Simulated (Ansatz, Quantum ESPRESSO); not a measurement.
# SiW (Pm-3m): zone-centre phonons

Aim: the zone-centre modes of SiW (Pm-3m).

Method: DFT PBE, scalar-relativistic, plane waves, PseudoDojo norm-conserving pseudopotentials, in Quantum ESPRESSO 7.5.

The structure was built from a prototype and need not be the compound's stable phase.

## Step 1: Starting point

It takes space group Pm-3m (No. 221, cubic). Conventional cell: a = 3.081 Å, b = 3.081 Å, c = 3.081 Å, α = 90.00°, β = 90.00°, γ = 90.00°. Si has 8 W at 2.67 Å nearest. Nearest to W lie 8 Si at 2.67 Å. Farther neighbours are not listed.

## Step 2: A first look

A cheap run with smearing and empty bands tells whether the crystal has a gap, which decides between fixed occupations and smearing later on.

Input file probe.in:

```
&CONTROL
  calculation = 'scf'
  prefix      = 'x'
  outdir      = './tmp'
  pseudo_dir  = './pseudo'
  tprnfor     = .true.
  tstress     = .true.
  verbosity   = 'high'
/
&SYSTEM
  ibrav       = 1
  celldm(1)   = 5.82313655
  nat         = 2
  ntyp        = 2
  ecutwfc     = 74.0
  occupations = 'smearing'
  smearing    = 'gaussian'
  degauss     = 0.01
/
&ELECTRONS
  conv_thr         = 1.0d-07
  mixing_beta      = 0.7
  electron_maxstep = 100
/
ATOMIC_SPECIES
 Si     28.0850  Si.upf
 W     183.8400  W.upf
ATOMIC_POSITIONS crystal
 Si     0.000000000   0.000000000   0.000000000
 W      0.500000000   0.500000000   0.500000000
K_POINTS automatic
 6 6 6 0 0 0
```

Command:

```sh
> OMP_NUM_THREADS=1 mpirun -n 4 pw.x -nk 4 -in probe.in > probe.out
```

What it wrote:

```text
[banners, grids, parts of the stress and lines that vanish by symmetry left out]
Program PWSCF v.7.5
     bravais-lattice index     =            1
     lattice parameter (alat)  =       5.8231  a.u.
[...]
kinetic-energy cutoff     =      74.0000  Ry
     charge density cutoff     =     296.0000  Ry
     scf convergence threshold =      1.0E-07
[...]
Exchange-correlation= PBE
                           (   1   4   3   4   0   0   0)
[...]
48 Sym. Ops., with inversion, found
[...]
(     0          1          0      )
                  (     0          0          1      )
[...]
(  0.0000000  1.0000000  0.0000000 )
                  (  0.0000000  0.0000000  1.0000000 )
[...]
(     0         -1          0      )
                  (     0          0          1      )
[...]
(  0.0000000 -1.0000000  0.0000000 )
[...]
(     0          0          1      )
                  (     1          0          0      )
[...]
( -1.0000000  0.0000000  0.0000000 )
                  (  0.0000000  1.0000000  0.0000000 )
[...]
number of k points=    20  Gaussian smearing, width (Ry)=  0.0100
[...]
End of self-consistent calculation
[...]
the Fermi energy is    17.2458 ev
!    total energy              =    -160.14266735 Ry
[...]
convergence has been achieved in   6 iterations
[...]
atom    1 type  1   force =     0.00000000    0.00000000    0.00000000
     atom    2 type  2   force =     0.00000000    0.00000000    0.00000000
[...]
Total force =     0.000000     Total SCF correction =     0.000000
[...]
total   stress  (Ry/bohr**3)                   (kbar)     P=      -36.39
[...]
XML data file, charge density, pseudopotentials, collected wavefunctions

   JOB DONE.
```

The job ended after 2.5 s (4 MPI ranks of Intel Xeon Platinum 8488C (Sapphire Rapids), shared host; 9 s of CPU time).

Read from the output:

```yaml
volume_per_atom: 14.63 Å³
pressure: -3.639 GPa
gap_on_the_k_mesh: 0 eV
```

No gap opens on this mesh, so smearing is kept; the start stands at -3.6 GPa.

## Step 3: Relaxation

The relaxation runs at a cutoff a fifth above that of the response, since stress converges more slowly with the basis than frequencies do. Forces and stress are brought to rest with tight thresholds.

Input file relax.in:

```
&CONTROL
  calculation   = 'vc-relax'
  prefix        = 'x'
  outdir        = './tmp'
  pseudo_dir    = './pseudo'
  tprnfor       = .true.
  tstress       = .true.
  forc_conv_thr = 2.0d-05
  etot_conv_thr = 1.0d-07
  nstep         = 40
/
&SYSTEM
  ibrav       = 1
  celldm(1)   = 5.82313655
  nat         = 2
  ntyp        = 2
  ecutwfc     = 89
  occupations = 'smearing'
  smearing    = 'mv'
  degauss     = 0.02
/
&ELECTRONS
  conv_thr         = 1.0d-11
  mixing_beta      = 0.7
  electron_maxstep = 100
/
&IONS
/
&CELL
  press_conv_thr = 0.2
/
ATOMIC_SPECIES
 Si     28.0850  Si.upf
 W     183.8400  W.upf
ATOMIC_POSITIONS crystal
 Si     0.000000000   0.000000000   0.000000000
 W      0.500000000   0.500000000   0.500000000
K_POINTS automatic
 12 12 12 0 0 0
```

Command:

```sh
> OMP_NUM_THREADS=1 mpirun -n 4 pw.x -nk 4 -in relax.in > relax.out
```

What it wrote:

```text
[banners, grids, parts of the stress and lines that vanish by symmetry left out]
[banner, memory and clock lines left out]
Program PWSCF v.7.5

[...]
kinetic-energy cutoff     =      89.0000  Ry
     charge density cutoff     =     356.0000  Ry
     scf convergence threshold =      1.0E-11
[...]
energy convergence thresh.=      1.0E-07
     force convergence thresh. =      2.0E-05
     press convergence thresh. =      2.0E-01
     Exchange-correlation= PBE
                           (   1   4   3   4   0   0   0)
[...]
48 Sym. Ops., with inversion, found
[...]
number of k points=    84  Marzari-Vanderbilt smearing, width (Ry)=  0.0200
[...]
End of self-consistent calculation
[...]
the Fermi energy is    17.2260 ev
!    total energy              =    -160.14784028 Ry
[...]
convergence has been achieved in   9 iterations
[...]
atom    1 type  1   force =     0.00000000    0.00000000    0.00000000
     atom    2 type  2   force =     0.00000000    0.00000000    0.00000000
     Total force =     0.000000     Total SCF correction =     0.000000
[...]
total   stress  (Ry/bohr**3)                   (kbar)     P=      -49.73
[...]
number of bfgs steps    =   0
[...]
CELL_PARAMETERS (alat=  5.82313655)
[...]
ATOMIC_POSITIONS (crystal)
Si               0.0000000000        0.0000000000        0.0000000000
W                0.5000000000        0.5000000000        0.5000000000
[...]
New effective cutoffs (rho, wfc):  361.17   90.51
[...]
End of self-consistent calculation
[...]
the Fermi energy is    17.7423 ev
!    total energy              =    -160.14859892 Ry
[...]
convergence has been achieved in   8 iterations
[...]
atom    1 type  1   force =     0.00000000    0.00000000    0.00000000
     atom    2 type  2   force =     0.00000000    0.00000000    0.00000000
     Total force =     0.000000     Total SCF correction =     0.000000
[...]
total   stress  (Ry/bohr**3)                   (kbar)     P=        6.05
[...]
number of bfgs steps    =   1
[...]
CELL_PARAMETERS (alat=  5.82313655)
[...]
ATOMIC_POSITIONS (crystal)
Si               0.0000000000        0.0000000000        0.0000000000
W                0.5000000000        0.5000000000        0.5000000000
[...]
New effective cutoffs (rho, wfc):  360.52   90.34
[...]
End of self-consistent calculation
[...]
the Fermi energy is    17.6865 ev
!    total energy              =    -160.14860927 Ry
[...]
convergence has been achieved in   8 iterations
[...]
atom    1 type  1   force =     0.00000000    0.00000000    0.00000000
     atom    2 type  2   force =     0.00000000    0.00000000    0.00000000
     Total force =     0.000000     Total SCF correction =     0.000000
[...]
total   stress  (Ry/bohr**3)                   (kbar)     P=       -0.24
[...]
number of bfgs steps    =   2
[...]
small trust_radius: resetting bfgs history
[...]
CELL_PARAMETERS (alat=  5.82313655)
[...]
ATOMIC_POSITIONS (crystal)
Si               0.0000000000        0.0000000000        0.0000000000
W                0.5000000000        0.5000000000        0.5000000000
[...]
New effective cutoffs (rho, wfc):  360.54   90.35
[...]
End of self-consistent calculation
[...]
the Fermi energy is    17.6887 ev
!    total energy              =    -160.14860928 Ry
[...]
convergence has been achieved in   5 iterations
[...]
atom    1 type  1   force =     0.00000000    0.00000000    0.00000000
     atom    2 type  2   force =     0.00000000    0.00000000    0.00000000
     Total force =     0.000000     Total SCF correction =     0.000000
[...]
total   stress  (Ry/bohr**3)                   (kbar)     P=        0.01
[...]
bfgs converged in   4 scf cycles and   3 bfgs steps
[...]
End of BFGS Geometry Optimization
     Final enthalpy           =    -160.1486092846 Ry
     File ./tmp/x.bfgs deleted, as requested
[...]
CELL_PARAMETERS (alat=  5.82313655)
[...]
ATOMIC_POSITIONS (crystal)
Si               0.0000000000        0.0000000000        0.0000000000
W                0.5000000000        0.5000000000        0.5000000000
[...]
Final scf calculation at the relaxed structure.
[...]
kinetic-energy cutoff     =      89.0000  Ry
     charge density cutoff     =     356.0000  Ry
     scf convergence threshold =      1.0E-13
[...]
press convergence thresh. =      2.0E-01
     Exchange-correlation= PBE
                           (   1   4   3   4   0   0   0)
[...]
48 Sym. Ops., with inversion, found
[...]
number of k points=    84  Marzari-Vanderbilt smearing, width (Ry)=  0.0200
[...]
c_bands:  1 eigenvalues not converged
     c_bands:  1 eigenvalues not converged
     c_bands:  1 eigenvalues not converged
     c_bands:  1 eigenvalues not converged
[...]
c_bands:  2 eigenvalues not converged
     c_bands:  1 eigenvalues not converged
[...]
End of self-consistent calculation
[...]
the Fermi energy is    17.6887 ev
!    total energy              =    -160.14860779 Ry
[...]
convergence has been achieved in  11 iterations
[...]
atom    1 type  1   force =     0.00000000    0.00000000    0.00000000
     atom    2 type  2   force =     0.00000000    0.00000000    0.00000000
     Total force =     0.000000     Total SCF correction =     0.000000
[...]
total   stress  (Ry/bohr**3)                   (kbar)     P=       -0.00
[...]
XML data file, charge density, pseudopotentials, collected wavefunctions
```

Run time: 38 s. Hardware: 4 MPI ranks.

Relaxation path:

```csv
step,energy less that of the first step (eV),largest force (eV/Å),pressure (GPa),volume (Å³)
1,0.0000,0.0000,-4.97,29.26
2,-0.0103,0.0000,0.60,28.52
3,-0.0105,0.0000,-0.02,28.60
4,-0.0105,0.0000,0.00,28.60
5,-0.0104,0.0000,0.00,28.60
```

```csv
"conventional cell, symmetrised",before,after,change
a (Å),3.081,3.058,-0.8 %
b (Å),3.081,3.058,-0.8 %
c (Å),3.081,3.058,-0.8 %
volume (Å³/atom),14.63,14.30,-2.3 %
```

The relaxed structure:

```
CELL_PARAMETERS angstrom
3.05810 0.00000 0.00000
0.00000 3.05810 0.00000
0.00000 0.00000 3.05810
ATOMIC_POSITIONS crystal
Si 0.00000 0.00000 0.00000
W 0.50000 0.50000 0.50000
```

The last row of the table of steps is pw.x's closing run on a basis chosen anew for the final cell, so its energy can jump.

Numbers from this step:

```yaml
volume_per_atom: 14.30 Å³
pressure: 0 GPa
```

The volume changes by -2.3 % from the cell with which this run began.

## Step 4: Ground state

Perturbation theory inherits every error of the wavefunctions, so the threshold is set near the limit of the arithmetic. Smearing stays on, as the first look found no gap above 0.3 eV.

Input file scf.in:

```
&CONTROL
  calculation = 'scf'
  prefix      = 'x'
  outdir      = './tmp'
  pseudo_dir  = './pseudo'
  tprnfor     = .true.
  tstress     = .true.
/
&SYSTEM
  ibrav       = 1
  celldm(1)   = 5.77897025
  nat         = 2
  ntyp        = 2
  ecutwfc     = 74.0
  occupations = 'smearing'
  smearing    = 'mv'
  degauss     = 0.02
/
&ELECTRONS
  conv_thr         = 1.0d-12
  mixing_beta      = 0.7
  electron_maxstep = 100
/
ATOMIC_SPECIES
 Si     28.0850  Si.upf
 W     183.8400  W.upf
ATOMIC_POSITIONS crystal
 Si     0.000000000   0.000000000   0.000000000
 W      0.500000000   0.500000000   0.500000000
K_POINTS automatic
 12 12 12 0 0 0
```

Command:

```sh
> OMP_NUM_THREADS=1 mpirun -n 4 pw.x -nk 4 -in scf.in > scf.out
```

What it wrote:

```text
[banners, grids, parts of the stress and lines that vanish by symmetry left out]
[banner, memory and clock lines left out]
Program PWSCF v.7.5

[...]
kinetic-energy cutoff     =      74.0000  Ry
     charge density cutoff     =     296.0000  Ry
     scf convergence threshold =      1.0E-12
[...]
Exchange-correlation= PBE
                           (   1   4   3   4   0   0   0)
[...]
48 Sym. Ops., with inversion, found
[...]
number of k points=    84  Marzari-Vanderbilt smearing, width (Ry)=  0.0200
[...]
End of self-consistent calculation
[...]
the Fermi energy is    17.6889 ev
!    total energy              =    -160.14851518 Ry
[...]
convergence has been achieved in  10 iterations
[...]
atom    1 type  1   force =     0.00000000    0.00000000    0.00000000
     atom    2 type  2   force =     0.00000000    0.00000000    0.00000000
     Total force =     0.000000     Total SCF correction =     0.000000
[...]
total   stress  (Ry/bohr**3)                   (kbar)     P=       -0.22
[...]
XML data file, charge density, pseudopotentials, collected wavefunctions
```

Wall time 7.9 s (4 MPI ranks).

Numbers from this step:

| Item | Value |
| --- | --- |
| pressure | -0.02200 GPa |

The cell stands at -0.022 GPa, close enough for phonons.

## Step 5: Linear response at Γ

At q = 0 one unit cell holds all displacements; symmetry groups them into irreducible representations that are solved one by one. With smeared occupations no response to a homogeneous field can be asked.

Input file ph.in:

```
phonons
&INPUTPH
  prefix       = 'x'
  outdir       = './tmp'
  fildyn       = 'g.dyn'
  tr2_ph       = 1.0d-18
  alpha_mix(1) = 0.4
  nmix_ph      = 8
/
0.000000000000 0.000000000000 0.000000000000
```

Command:

```sh
> OMP_NUM_THREADS=1 mpirun -n 4 ph.x -nk 4 -in ph.in > ph.out
```

What it wrote:

```text
[banners, grids, parts of the stress and lines that vanish by symmetry left out]
[banner, memory and clock lines left out]
Program PHONON v.7.5

     ./tmp/x.save/

     IMPORTANT: XC functional enforced from input :
     Exchange-correlation= PBE
                           (   1   4   3   4   0   0   0)
     Any further DFT definition will be discarded
     Please, verify this is what you really want

     G-vector sticks info

     Reading collected, re-writing distributed wavefunctions in ./tmp/

     Number and degeneracy of irreps per q-point
       N         xq(1)         xq(2)         xq(3)   N irreps
       1   0.000000000   0.000000000   0.000000000       2
        3   3

     Calculation of q =    0.0000000   0.0000000   0.0000000

     phonons

     bravais-lattice index     =            1
     lattice parameter (alat)  =       5.7790  a.u.
     unit-cell volume          =     192.9974 (a.u.)^3
     number of atoms/cell      =            2
     number of atomic types    =            2
     kinetic-energy cut-off    =      74.0000  Ry
     charge density cut-off    =     296.0000  Ry
     convergence threshold     =      1.0E-18
     beta                      =       0.4000
     number of iterations used =            8
     Exchange-correlation= PBE
                           (   1   4   3   4   0   0   0)

     celldm(1)=    5.77897  celldm(2)=    0.00000  celldm(3)=    0.00000
     celldm(4)=    0.00000  celldm(5)=    0.00000  celldm(6)=    0.00000

     crystal axes: (cart. coord. in units of alat)
               a(1) = (  1.0000  0.0000  0.0000 )
               a(2) = (  0.0000  1.0000  0.0000 )
               a(3) = (  0.0000  0.0000  1.0000 )

     reciprocal axes: (cart. coord. in units 2 pi/alat)
               b(1) = (  1.0000  0.0000  0.0000 )
               b(2) = (  0.0000  1.0000  0.0000 )
               b(3) = (  0.0000  0.0000  1.0000 )

     Atoms inside the unit cell:

     Cartesian axes

     site n.  atom      mass           positions (alat units)
        1  Si     28.0850   tau(    1) = (    0.00000    0.00000    0.00000  )
        2  W     183.8400   tau(    2) = (    0.50000    0.50000    0.50000  )

     Computing dynamical matrix for
                    q = (   0.0000000   0.0000000   0.0000000 )

     49 Sym.Ops. (with q -> -q+G )

     G cutoff =  250.3992  (  16663 G-vectors)     FFT grid: ( 32, 32, 32)

     number of k points=    84  Marzari-Vanderbilt smearing, width (Ry)=  0.0200
                       cart. coord. in units 2pi/alat
        k(    1) = (   0.0000000   0.0000000   0.0000000), wk =   0.0011574
        k(    2) = (   0.0000000   0.0000000   0.0833333), wk =   0.0069444
        k(    3) = (   0.0000000   0.0000000   0.1666667), wk =   0.0069444
        [... further k-points left out ...]

     PseudoPot. # 1 for Si read from file:
     ./pseudo/Si.upf
     Pseudo is Norm-conserving + core correction, Zval =  4.0
     Using radial grid of 1510 points,  6 beta functions with:
                l(1) =   0
                l(2) =   0
                l(3) =   1
                l(4) =   1
                l(5) =   2
                l(6) =   2

     PseudoPot. # 2 for W  read from file:
     ./pseudo/W.upf
     Pseudo is Norm-conserving + core correction, Zval = 14.0
     Using radial grid of 1396 points,  8 beta functions with:
                l(1) =   0
                l(2) =   0
                l(3) =   1
                l(4) =   1
                l(5) =   2
                l(6) =   2
                l(7) =   3
                l(8) =   3

     Mode symmetry, O_h (m-3m)  point group:

     Atomic displacements:
     There are    2 irreducible representations

     Representation     1      3 modes -  To be done

     Representation     2      3 modes -  To be done

     Alpha used in Ewald sum =   2.8000

     Representation #   1 modes #   1   2   3

     Self-consistent Calculation
      iter #   1   av.it.:   8.5
      thresh= 1.000E-02 alpha_mix =  0.400 |ddv_scf|^2 =  5.652E-06
      iter #   2   av.it.:  12.0
      thresh= 2.377E-04 alpha_mix =  0.400 |ddv_scf|^2 =  2.063E-07
      iter #   3   av.it.:  12.4
      thresh= 4.542E-05 alpha_mix =  0.400 |ddv_scf|^2 =  8.653E-09
      iter #   4   av.it.:  12.9
      thresh= 9.302E-06 alpha_mix =  0.400 |ddv_scf|^2 =  1.425E-10
      iter #   5   av.it.:  13.3
      thresh= 1.194E-06 alpha_mix =  0.400 |ddv_scf|^2 =  4.786E-12
      iter #   6   av.it.:  12.5
      thresh= 2.188E-07 alpha_mix =  0.400 |ddv_scf|^2 =  8.423E-13
      iter #   7   av.it.:  13.0
      thresh= 9.178E-08 alpha_mix =  0.400 |ddv_scf|^2 =  6.486E-15
      iter #   8   av.it.:  12.9
      thresh= 8.053E-09 alpha_mix =  0.400 |ddv_scf|^2 =  3.991E-17
      iter #   9   av.it.:  12.9
      thresh= 6.318E-10 alpha_mix =  0.400 |ddv_scf|^2 =  1.721E-18
      iter #  10   av.it.:  12.8
      thresh= 1.312E-10 alpha_mix =  0.400 |ddv_scf|^2 =  5.930E-21

     End of self-consistent calculation

     Convergence has been achieved

     Representation #   2 modes #   4   5   6

     Self-consistent Calculation
      iter #   1   av.it.:   5.5
      thresh= 1.000E-02 alpha_mix =  0.400 |ddv_scf|^2 =  8.211E-08
      iter #   2   av.it.:  11.9
      thresh= 2.865E-05 alpha_mix =  0.400 |ddv_scf|^2 =  4.085E-09
      iter #   3   av.it.:  12.2
      thresh= 6.391E-06 alpha_mix =  0.400 |ddv_scf|^2 =  3.582E-10
      iter #   4   av.it.:  12.7
      thresh= 1.893E-06 alpha_mix =  0.400 |ddv_scf|^2 =  3.942E-12
      iter #   5   av.it.:  13.0
      thresh= 1.985E-07 alpha_mix =  0.400 |ddv_scf|^2 =  1.642E-13
      iter #   6   av.it.:  12.7
      thresh= 4.053E-08 alpha_mix =  0.400 |ddv_scf|^2 =  2.284E-14
      iter #   7   av.it.:  12.8
      thresh= 1.511E-08 alpha_mix =  0.400 |ddv_scf|^2 =  1.708E-16
      iter #   8   av.it.:  12.9
      thresh= 1.307E-09 alpha_mix =  0.400 |ddv_scf|^2 =  1.146E-18
      iter #   9   av.it.:  12.7
      thresh= 1.071E-10 alpha_mix =  0.400 |ddv_scf|^2 =  9.784E-20

     End of self-consistent calculation

     Convergence has been achieved

     Number of q in the star =    1
     List of q in the star:
          1   0.000000000   0.000000000   0.000000000

     Diagonalizing the dynamical matrix

     q = (    0.000000000   0.000000000   0.000000000 )

 **************************************************************************
     freq (    1) =       0.016047 [THz] =       0.535261 [cm-1]
     freq (    2) =       0.016047 [THz] =       0.535261 [cm-1]
     freq (    3) =       0.016047 [THz] =       0.535261 [cm-1]
     freq (    4) =       8.065704 [THz] =     269.042910 [cm-1]
     freq (    5) =       8.065704 [THz] =     269.042910 [cm-1]
     freq (    6) =       8.065704 [THz] =     269.042910 [cm-1]
 **************************************************************************

     Mode symmetry, O_h (m-3m)  point group:

     freq (   1-   3) =          0.5  [cm-1]   --> T_1u G_15  G_4- I
     freq (   4-   6) =        269.0  [cm-1]   --> T_1u G_15  G_4- I
```

Wall time 77 s (4 MPI ranks); 5.1 min of CPU time.

Numbers from this step:

| Item | Value |
| --- | --- |
| largest acoustic frequency at the zone centre before the sum rule | 0.54 cm⁻¹ |
| highest optical zone-centre mode (no LO-TO term) | 269.0 cm⁻¹ |
| lowest optical zone-centre mode | 269.0 cm⁻¹ |

The acoustic modes at Γ come out as far as 0.5 cm⁻¹ from zero, where they should vanish, a small numerical error.

(Part 1 of 2 ends here.)

[Host names and launcher messages were left out of these logs when they were recorded.]

[Logs are printed without paths, hosts, clocks, repeated set-up lines and the standing remarks that a program may print on its own settings, such as how far it seeks lower states.]

[Hosts, paths, dates, database ids (printed as entryN), source tags and the programs' standing remarks are cut or masked in the printed files.]
